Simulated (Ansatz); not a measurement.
**CuGe: relaxing a made-up structure**

This structure for CuGe is made up. Its elements were placed in a known structure type with a cell scaled to their sizes. What cell does the guess relax to, and how far off was it?

Method: DFT, PBEsol, plane-wave PAW, files of the set soft_1, scalar-relativistic, ferromagnetic start, cell and ions relaxed at zero pressure; PAW set soft_1, in the first sound run; inputs show where later runs differ, in Ansatz 0.2.0.

## 1. The starting structure

It takes space group P4/mmm (No. 123, tetragonal). The conventional cell has a = 2.868 Å, b = 2.868 Å, c = 3.694 Å, α = 90.00°, β = 90.00°, γ = 90.00°. Ge has 8 Cu at 2.74 Å and 4 Ge at 2.87 Å nearest. Nearest to Cu lie 8 Ge at 2.74 Å and 4 Cu at 2.87 Å. Farther neighbours are not listed.

## 2. Relaxation of the guess

The guessed cell has no reason to be at equilibrium. It is relaxed with the atoms, within the space group of the guess.

Input file input.yaml:

```yaml
crystal:
  lattice:
    - [2.868, 0.0, 0.0]
    - [0.0, 2.868, 0.0]
    - [0.0, 0.0, 3.694]
  atoms:
    - { symbol: Ge, position: [0.5, 0.5, 0.5] }
    - { symbol: Cu, position: [0.0, 0.0, 0.0], spin: 0.6 }
magnetization:
  spin_polarized: true
kpoints:
  mp_grid: { grid: [9, 9, 7] }
scf:
  occupations: { method: fermi_dirac, width: 0.05 }
hamiltonian:
  xc: pbesol
  pseudopotentials: { kind: paw, azcp: { folder: soft_1 }, xc_functional: pbe }
relax:
  f_tol: 0.015
  max_steps: 70
  cell: {}
output:
  forces: true
  stress: true
```

Run with:

```console
$ ansatz run input.yaml --threads 4 --pin off --max-ram 8192MiB --backend cpu --events-out ev --progress --plain --runs-dir out
```

Numbers of over 12 decimals in the logs are rounded to 6 here.

What it wrote:

```text
Engine: ansatz 0.2.0, aarch64-unknown-linux-gnu
Pseudopotentials: kind: paw
Pseudopotential: Ge, paw, valence charge 14, recommended cutoff 420 eV (normal), soft_1/Ge.paw.azcp
Pseudopotential: Cu, paw, valence charge 19, recommended cutoff 420 eV (normal), soft_1/Cu.paw.azcp
Functional definition: PBEsol
  exchange = pbesol_x
  correlation = pbesol_c
Crystal: 2 atoms, lattice volume = 30.385 Å³
Basis set: ecut = 420 eV, 601 PW (Γ), exchange–correlation on 40×40×50 points (8 copies of the dense FFT grid, shifted against one another)
Bands: 21, of which v1, the nominal top of the filled ones, is band 17 counted from 1 (16 counted from 0)
Symmetry: 16 space group operations
Space group: P4/mmm (ITA 123), of the structure as read, at distance tolerance 3.1e-5 Å
Magnetic group: BNS 123.339 (UNI 999), of the structure as read, at distance tolerance 3.1e-5 Å
k-points: 60 of 567
Non-local potential: Ge, projectors of the file, l = 0: 2, l = 1: 2, l = 2: 3, l = 3: 1
Non-local potential: Cu, projectors of the file, l = 0: 3, l = 1: 2, l = 2: 3, l = 3: 1
PAW form: soft (Blöchl's): semilocal exchange-correlation on the pseudo side does not see the compensation charge
PAW frozen core: Ge, regenerated for the run's functional, and the local potential with it (the file was generated under x = pbe(κ = 0.804, μ = 0.219515), c = pbe(β = 0.066725))
PAW frozen core: Cu, regenerated for the run's functional, and the local potential with it (the file was generated under x = pbe(κ = 0.804, μ = 0.219515), c = pbe(β = 0.066725))
PAW one-centre angular grid: Ge, 590 points (default); XC on 64 Gauss nodes
PAW one-centre angular grid: Cu, 590 points (default); XC on 64 Gauss nodes
Initial density: superposition of atomic densities (chi_scale 0.1, normalization cell)
Starting moments: Σ|m| = 0.6 μB on 1 of 2 sites
Initial wavefunctions: pseudopotential atomic-orbital guess
Functional: x = pbesol(κ = 0.804, μ = 0.123457), c = pbesol(β = 0.046)
SCF iter   1: F=—  HF=-10843.372646 eV  |F-HF|=—  |Δ(HF+E_count)|=         —  Δρ=1.60e-1 (↑1.60e-1 ↓9.00e-2)  dr2=1.36e1  dr2_m=3.64e-1  M=0.150 μB ∫|m|=0.228 μB  β_m=0.30  ethr=3.10e-3  ⟨swp⟩=4.2  Hψ=9734  notcnv=0
preconditioner: auto → none  [metal: Δε(μ)=0.022 eV  Ē_g=17.411 eV  σ=0.050 eV  W_gap=0.11  n_scr=6 (ndim 8)  ℏωp=33.7 eV  f_vac=0.000  D(μ)=1.02/eV (n_scr^D=6)  sad-step TF]
SCF iter   2: F=—  HF=-10842.263601 eV  |F-HF|=—  |Δ(HF+E_count)|=    1.11e0  Δρ=6.21e-2 (↑2.35e-2 ↓6.21e-2)  dr2=2.60e-1  dr2_m=4.25e-1  M=0.042 μB ∫|m|=0.084 μB  β_m=0.30  ethr=3.10e-3  ⟨swp⟩=2.0  Hψ=5975  notcnv=0  defer=27
SCF iter   3: F=—  HF=-10841.950973 eV  |F-HF|=—  |Δ(HF+E_count)|=   3.13e-1  Δρ=3.89e-2 (↑3.89e-2 ↓2.00e-2)  dr2=2.24e-1  dr2_m=2.20e-1  M=0.034 μB ∫|m|=0.076 μB  β_m=0.30  ethr=7.88e-4  ⟨swp⟩=2.0  Hψ=5954  notcnv=0  defer=38
SCF iter   4: F=—  HF=-10841.870780 eV  |F-HF|=—  |Δ(HF+E_count)|=   8.02e-2  Δρ=2.36e-2 (↑2.36e-2 ↓1.98e-2)  dr2=1.30e-2  dr2_m=1.29e-1  M=0.023 μB ∫|m|=0.056 μB  β_m=0.30  ethr=6.79e-4  ⟨swp⟩=2.0  Hψ=4039  notcnv=0  defer=37
SCF iter   5: F=—  HF=-10841.893418 eV  |F-HF|=—  |Δ(HF+E_count)|=   2.26e-2  Δρ=2.49e-2 (↑8.09e-3 ↓2.49e-2)  dr2=5.36e-2  dr2_m=7.43e-2  M=0.017 μB ∫|m|=0.041 μB  β_m=0.30  ethr=3.94e-5  ⟨swp⟩=2.0  Hψ=4231  notcnv=0  defer=37
SCF iter   6: F=—  HF=-10841.904201 eV  |F-HF|=—  |Δ(HF+E_count)|=   1.08e-2  Δρ=1.80e-2 (↑6.46e-3 ↓1.80e-2)  dr2=2.74e-2  dr2_m=4.15e-2  M=0.013 μB ∫|m|=0.032 μB  β_m=0.30  ethr=3.94e-5  ⟨swp⟩=2.0  Hψ=4069  notcnv=0  defer=37
Mixer restart at iter 6: flushing history
spin-set hold released at iteration 6 (site moments contracting): the magnetisation degrees of freedom join the quasi-Newton model from the next iteration; the mixer history was flushed
SCF iter   7: F=—  HF=-10841.905088 eV  |F-HF|=—  |Δ(HF+E_count)|=   8.87e-4  Δρ=1.14e-2 (↑1.14e-2 ↓6.72e-3)  dr2=5.05e-3  dr2_m=2.28e-2  M=0.010 μB ∫|m|=0.026 μB  β_m=0.40  ethr=3.94e-5  ⟨swp⟩=2.0  Hψ=3750  notcnv=0  defer=37
SCF iter   8: F=—  HF=-10841.907820 eV  |F-HF|=—  |Δ(HF+E_count)|=   2.73e-3  Δρ=1.17e-2 (↑1.16e-3 ↓1.17e-2)  dr2=2.30e-2  dr2_m=1.07e-2  M=0.006 μB ∫|m|=0.018 μB  β_m=0.41  ethr=1.53e-5  ⟨swp⟩=2.0  Hψ=5573  notcnv=0  defer=38
SCF iter   9: F=—  HF=-10841.905657 eV  |F-HF|=—  |Δ(HF+E_count)|=   2.16e-3  Δρ=1.70e-3 (↑1.70e-3 ↓1.17e-3)  dr2=7.56e-5  dr2_m=5.72e-4  M=0.001 μB ∫|m|=0.006 μB  β_m=0.58  ethr=1.53e-5  ⟨swp⟩=2.0  Hψ=4255  notcnv=0  defer=38
SCF iter  10: F=—  HF=-10841.905726 eV  |F-HF|=—  |Δ(HF+E_count)|=   6.91e-5  Δρ=1.83e-4 (↑1.83e-4 ↓1.13e-4)  dr2=1.69e-5  dr2_m=1.21e-6  M=-0.000 μB ∫|m|=0.001 μB  β_m=0.60  ethr=2.29e-7  ⟨swp⟩=2.1  Hψ=4024  notcnv=0  defer=38
SCF iter  11: F=—  HF=-10841.905724 eV  |F-HF|=—  |Δ(HF+E_count)|=   2.07e-6  Δρ=3.85e-5 (↑3.85e-5 ↓2.29e-5)  dr2=3.32e-7  dr2_m=1.38e-7  M=-0.000 μB ∫|m|=0.000 μB  β_m=0.59  ethr=5.13e-8  ⟨swp⟩=2.0  Hψ=3818  notcnv=0  defer=38
SCF iter  12: F=—  HF=-10841.905724 eV  |F-HF|=—  |Δ(HF+E_count)|=   9.26e-8  Δρ=9.92e-6 (↑9.92e-6 ↓9.67e-6)  dr2=9.59e-9  dr2_m=2.49e-8  M=-0.000 μB ∫|m|=0.000 μB  β_m=0.75  ethr=3.03e-10  ⟨swp⟩=3.8  Hψ=7573  notcnv=0
SCF iter  13: F=—  HF=-10841.905724 eV  |F-HF|=—  |Δ(HF+E_count)|=   6.62e-8  Δρ=1.66e-6 (↑1.18e-6 ↓1.66e-6)  dr2=5.53e-10  dr2_m=4.02e-10  M=0.000 μB ∫|m|=0.000 μB  β_m=0.80  ethr=2.91e-11  ⟨swp⟩=3.2  Hψ=6788  notcnv=0
SCF iter  14: F=-10841.905724 eV  HF=-10841.905724 eV  |F-HF|=4.73e-11  |Δ(HF+E_count)|=  9.71e-10  Δρ=3.31e-7 (↑3.12e-7 ↓3.31e-7)  dr2=1.03e-12  dr2_m=2.83e-11  M=0.000 μB ∫|m|=0.000 μB  ethr=1.67e-12  ⟨swp⟩=2.5  Hψ=5089  notcnv=0
WARN: the starting moments were not kept: the SCF closed with an absolute magnetisation of 6.2e-6 μB, where they sum to 0.6 μB in size (1 site). That is at most 0.1 of that sum. Measured as dr2_m measures the in/out step, that magnetisation stands 9.6e-12 eV from none, at or under the dr2_threshold of 1.0e-7 eV: it is no larger than a step whose dr2_m would equal this threshold. The system may hold no moment; this SC [...]
SCF 1 converged in 14 iterations: F = -10841.905724 eV  dr2 = 1.03e-12
  greatest PAW one-centre occupation: 1.000 electrons in one spin orbital (limit 2), on the Cu atom at site 1 (counted from 0), in its partial waves of l = 0
relax step   1: F+E_penalty+E_count = -10841.90572381 eV  Δ(F+E_penalty+E_count) = +0.000e0 eV  max|allowed force component| = 5.916e-30 eV/Å  Δτ_max = 0.0000 Å  P = -5.621 GPa  Ω = 30.385 Å³  (14 SCF iters, dr2 threshold 1.00e-7 eV, accepted)
Crystal: 2 atoms, lattice volume = 28.592 Å³
[...]
SCF iter   7: F=-10841.950636 eV  HF=-10841.950636 eV  |F-HF|=9.09e-11  |Δ(HF+E_count)|=  1.36e-10  Δρ=1.39e-6 (↑1.39e-6 ↓8.47e-7)  dr2=2.45e-10  dr2_m=2.26e-10  M=0.000 μB ∫|m|=0.000 μB  β_m=0.66  ethr=1.33e-11  ⟨swp⟩=1.1  Hψ=6853  notcnv=0
SCF iter   8: F=-10841.950636 eV  HF=-10841.950636 eV  |F-HF|=3.64e-11  |Δ(HF+E_count)|=  1.71e-10  Δρ=4.57e-7 (↑4.44e-7 ↓4.57e-7)  dr2=1.25e-11  dr2_m=4.83e-11  M=-0.000 μB ∫|m|=0.000 μB  ethr=1.00e-12  ⟨swp⟩=1.0  Hψ=6511  notcnv=0
the starting moments were not kept: the SCF closed with an absolute magnetisation of 4.1e-6 μB, where they sum to 0.6 μB in size (1 site). That is at most 0.1 of that sum. Measured as dr2_m measures the in/out step, that magnetisation stands 6.2e-12 eV from none, at or under the dr2_threshold of 2.0e-7 eV: it is no larger than a step whose dr2_m would equal this threshold.
SCF 3 converged in 8 iterations: F = -10841.950636 eV  dr2 = 1.25e-11
relax step   3: F+E_penalty+E_count = -10841.95063569 eV  Δ(F+E_penalty+E_count) = -6.722e-3 eV  max|allowed force component| = 6.730e-30 eV/Å  Δτ_max = 0.0000 Å  P = +0.862 GPa  Ω = 28.287 Å³  energy of the carried Pulay correction = +9.854e-4 eV  (8 SCF iters, dr2 threshold 2.00e-7 eV, accepted)
[...]
relax step   4: F+E_penalty+E_count = -10841.95160114 eV  Δ(F+E_penalty+E_count) = -9.654e-4 eV  max|allowed force component| = 8.737e-29 eV/Å  Δτ_max = 0.0000 Å  P = +0.647 GPa  Ω = 28.296 Å³  energy of the carried Pulay correction = +1.004e-3 eV  (8 SCF iters, dr2 threshold 2.00e-7 eV, accepted)
[...]
relax step   5: F+E_penalty+E_count = -10841.95374384 eV  Δ(F+E_penalty+E_count) = -2.143e-3 eV  max|allowed force component| = 4.117e-30 eV/Å  Δτ_max = 0.0000 Å  P = -0.033 GPa  Ω = 28.466 Å³  energy of the carried Pulay correction = +9.135e-4 eV  (8 SCF iters, dr2 threshold 2.00e-7 eV, accepted)
[...]
relax step   6: F+E_penalty+E_count = -10841.95375295 eV  Δ(F+E_penalty+E_count) = -9.103e-6 eV  max|allowed force component| = 2.337e-29 eV/Å  Δτ_max = 0.0000 Å  P = -0.003 GPa  Ω = 28.458 Å³  energy of the carried Pulay correction = +9.179e-4 eV  (6 SCF iters, dr2 threshold 8.91e-9 eV, accepted)
Basis set: ecut = 420 eV, 561 PW (Γ), exchange–correlation on 40×40×54 points (8 copies of the dense FFT grid, shifted against one another)
Initial wavefunctions: pseudopotential atomic-orbital guess (no wavefunctions were taken with the density)
iter 1 solved again at ethr=7.92e-9 eV; its pass at ethr=3.10e-3 eV (dr2=2.61e-6 eV) is discarded
SCF iter   1: F=—  HF=-10841.952768 eV  |F-HF|=—  |Δ(HF+E_count)|=         —  Δρ=2.19e-4 (↑2.19e-4 ↓2.19e-4)  dr2=2.65e-6  dr2_m=3.20e-12  M=-0.000 μB ∫|m|=0.000 μB  β_m=0.30  ethr=7.92e-9  ⟨swp⟩=3.1  Hψ=16560  notcnv=0
preconditioner: auto → none  [metal: Δε(μ)=0.116 eV  Ē_g=18.467 eV  σ=0.050 eV  W_gap=0.49  n_scr=6 (ndim 8)  ℏωp=34.8 eV  f_vac=0.000  D(μ)=0.44/eV (n_scr^D=2)]
SCF iter   2: F=—  HF=-10841.952774 eV  |F-HF|=—  |Δ(HF+E_count)|=   5.81e-6  Δρ=1.98e-4 (↑1.98e-4 ↓1.98e-4)  dr2=1.12e-5  dr2_m=1.66e-12  M=-0.000 μB ∫|m|=0.000 μB  β_m=0.55  ethr=7.92e-9  ⟨swp⟩=2.0  Hψ=4488  notcnv=0
SCF iter   3: F=—  HF=-10841.952790 eV  |F-HF|=—  |Δ(HF+E_count)|=   1.54e-5  Δρ=2.53e-4 (↑2.53e-4 ↓2.53e-4)  dr2=4.84e-5  dr2_m=2.69e-13  M=-0.000 μB ∫|m|=0.000 μB  β_m=0.41  ethr=7.92e-9  ⟨swp⟩=2.0  Hψ=4512  notcnv=0
SCF iter   4: F=—  HF=-10841.952780 eV  |F-HF|=—  |Δ(HF+E_count)|=   9.50e-6  Δρ=1.64e-5 (↑1.64e-5 ↓1.64e-5)  dr2=6.32e-8  dr2_m=4.01e-14  M=-0.000 μB ∫|m|=0.000 μB  β_m=0.44  ethr=7.92e-9  ⟨swp⟩=2.0  Hψ=4510  notcnv=0
SCF iter   5: F=—  HF=-10841.952780 eV  |F-HF|=—  |Δ(HF+E_count)|=   3.85e-8  Δρ=3.79e-6 (↑3.79e-6 ↓3.79e-6)  dr2=2.54e-9  dr2_m=9.82e-15  M=-0.000 μB ∫|m|=0.000 μB  β_m=0.57  ethr=1.91e-10  ⟨swp⟩=2.1  Hψ=3044  notcnv=0
SCF iter   6: F=—  HF=-10841.952780 eV  |F-HF|=—  |Δ(HF+E_count)|=   3.33e-9  Δρ=3.94e-7 (↑3.92e-7 ↓3.94e-7)  dr2=6.85e-11  dr2_m=1.37e-15  M=-0.000 μB ∫|m|=0.000 μB  β_m=0.62  ethr=7.69e-12  ⟨swp⟩=2.4  Hψ=4312  notcnv=0
SCF iter   7: F=-10841.952777 eV  HF=-10841.952777 eV  |F-HF|=3.64e-12  |Δ(HF+E_count)|=   2.91e-6  Δρ=1.28e-7 (↑1.28e-7 ↓1.27e-7)  dr2=1.15e-11  dr2_m=2.16e-16  M=-0.000 μB ∫|m|=0.000 μB  ethr=1.00e-12  ⟨swp⟩=5.0  Hψ=9722  notcnv=0
the starting moments were not kept: the SCF closed with an absolute magnetisation of 9.5e-9 μB, where they sum to 0.6 μB in size (1 site). That is at most 0.1 of that sum. Measured as dr2_m measures the in/out step, that magnetisation stands 2.7e-17 eV from none, at or under the dr2_threshold of 2.0e-11 eV: it is no larger than a step whose dr2_m would equal this threshold.
SCF 7 converged in 7 iterations: F = -10841.952777 eV  dr2 = 1.15e-11
relax step   7: F+E_penalty+E_count = -10841.95277723 eV  Δ(F+E_penalty+E_count) = +9.757e-4 eV  max|allowed force component| = 2.238e-29 eV/Å  Δτ_max = 0.0000 Å  P = +0.002 GPa  Ω = 28.458 Å³  stress off target by 3.44e-3 GPa  SCF on the basis re-selected at this cell (its energy is not comparable with the rows above)  (7 SCF iters)
basis re-selected at this cell: Δ(F+E_penalty+E_count) = +9.757e-4 eV, ΔP = +0.005 GPa vs the last step (what re-selecting the basis moved, of the pressure what is left beyond the Pulay correction that the steps carried, after the strain that the cell walked since its last selection, with what the two solves' SCF thresholds leave and, on support functions, any second-order correction that the steps lacked; it is no measure of the basis error at this ecutwfc). The dense FFT grid was sized anew with the basis: this SCF ran on 20×20×27 points, the steps before it on 20×20×25, so part of this shift can come from that change (see relax.cell in the input reference). [rest of the remark cut]
SCF converged after 7 iterations
Magnetization: -0.0000 μB (16.5000 up, 16.5000 down)
Absolute magnetization: 0.0000 μB (∫|ρ↑−ρ↓|, with the PAW one-centre terms)
Spin contamination: 0.0000 ħ² per cell (⟨S²⟩ above its minimum at these occupations)
Per-site moments (μB) at R_I (Å): [(-1.7384311503144475e-9, 1.117533), (-4.114970872054019e-10, 1.117533)]
Free energy (F): -10841.952777 eV
Harris-Foulkes:  -10841.952777 eV  (|F-HF|=3.64e-12)
Internal energy: -10841.948831 eV  (E = F + TS)
E sigma→0 (E₀):  -10841.950804 eV
Entropy (-TS):   -0.003946 eV (-1.973 meV/atom)
Fermi energy:    14.614973 eV
--- Per-component energies (eV) ---
  E_band       = -476.314573
  E_kinetic    = 354.661254
  E_local      = -6627.307979  (includes V_loc(G=0)·N_el)
  E_nonlocal   = 1112.491752
  E_hartree    = 2934.579974
  E_xc         = -140.375310
  E_vxc        = -154.848475  (∫ρ·V_xc dr)
  E_paw        = -3750.639666  (= ΣΔE_a)
  E_vpaw       = -1030.471939  (= ΣTr[D̂ρ^β])
  E_aug_tail   = 0.001010  (compensation charges beyond the density's cutoff)
  E_ewald      = -4726.484007
  E_core_change = 1.124140  (= ΣΔE_core)
  E_smearing   = -0.003946  (= −TS)
  E_closure    = -0.000000  (closes the sum)
  Σ components = -10841.952777   (vs F -10841.952777, Δ=0.00e0)
--- Forces (eV/Å), atoms counted from 1 ---
  atom   1  Ge    -0.00000000    -0.00000000    -0.00000000
  atom   2  Cu     0.00000000     0.00000000     0.00000000
  max |Σ_I F_I| component: 4.36e-29 eV/Å
--- Stress (GPa, compression-positive) ---
        0.001725      -0.000000       0.000000
       -0.000000       0.001725       0.000000
        0.000000       0.000000       0.003439
  P = ⅓ Tr σ = 0.0023 GPa (0.023 kbar)
--- Relaxed structure (6 steps of the walk, 6 accepted, 1 SCFs on fresh bases) ---
  F+E_penalty+E_count = -10841.95277723 eV   max|allowed force component| = 2.238e-29 eV/Å   (the final SCF, on the basis selected at the relaxed cell)
  cell:  # Å, volume = 28.4576 Å³
    - [2.742475, 0, 0.0]
    - [0, 2.742475, 0.0]
    - [0.0, 0.0, 3.783662]
  atoms:
    - { symbol: Ge, position: [0.500000, 0.500000, 0.5] }
    - { symbol: Cu, position: [0, 0, 0.0] }
```

Run time: 9.2 s. Hardware: 4 threads of Arm Neoverse V1, shared host; peak memory 0.36 GiB; 33 s of CPU time.

Relaxation path:

```tsv
step	energy less that of the first step (eV)	largest force component (eV/Å)	pressure (GPa)	volume (Å³)
1	0.0000	0.0000	-5.62	30.38
2	-0.0382	0.0000	-0.13	28.59
3	-0.0449	0.0000	0.86	28.29
4	-0.0459	0.0000	0.65	28.30
5	-0.0480	0.0000	-0.03	28.47
6	-0.0480	0.0000	0.00	28.46
7*	-0.0471	0.0000	0.00	28.46
```

Relaxation steps marked * repeat the geometry before them on a plane-wave basis chosen anew for their cell, so energy and pressure can jump there.

The run keeps the 16 symmetry operations that it works with, so distortions that break them were not tested.

```tsv
conventional cell, symmetrised	before	after	change
a (Å)	2.868	2.742	-4.4 %
b (Å)	2.868	2.742	-4.4 %
c (Å)	3.694	3.784	+2.4 %
volume (Å³/atom)	15.19	14.23	-6.3 %
```

Final coordinates:

```cif
data_structure
_symmetry_space_group_name_H-M 'P 1'
_symmetry_Int_Tables_number 1
_cell_length_a 2.7425
_cell_length_b 2.7425
_cell_length_c 3.7837
_cell_angle_alpha 90.000
_cell_angle_beta 90.000
_cell_angle_gamma 90.000
_cell_volume 28.46
loop_
_atom_site_label
_atom_site_type_symbol
_atom_site_fract_x
_atom_site_fract_y
_atom_site_fract_z
_atom_site_occupancy
Ge1 Ge 0.50000 0.50000 0.50000 1
Cu2 Cu 0.00000 0.00000 0.00000 1
```

Numbers from this step:

- free energy: -10841.9528 eV
- energy at zero smearing: -10841.9508 eV
- smearing term TS: 0.003946 eV
- Fermi energy: 14.61 eV
- electrons: 33
- symmetry operations: 16
- pressure: 0.002296 GPa

The shortest distance of each pair, which need not be the same contact before and after:

```tsv
pair	guess (Å)	relaxed (Å)
Cu–Ge	2.743	2.709
Ge–Ge	2.868	2.742
Cu–Cu	2.868	2.742
```

The relaxation ends with a pressure of 0.00 GPa. The starting moments have collapsed: the run ends non-magnetic.

[end of part 1 of 2]

[Logs are printed without paths, hosts, clocks, repeated set-up lines and the standing remarks that a program may print on its own settings, such as how far it seeks lower states.]

[Hosts, paths, dates, database ids (printed as entryN), source tags and the programs' standing remarks are cut or masked in the printed files.]
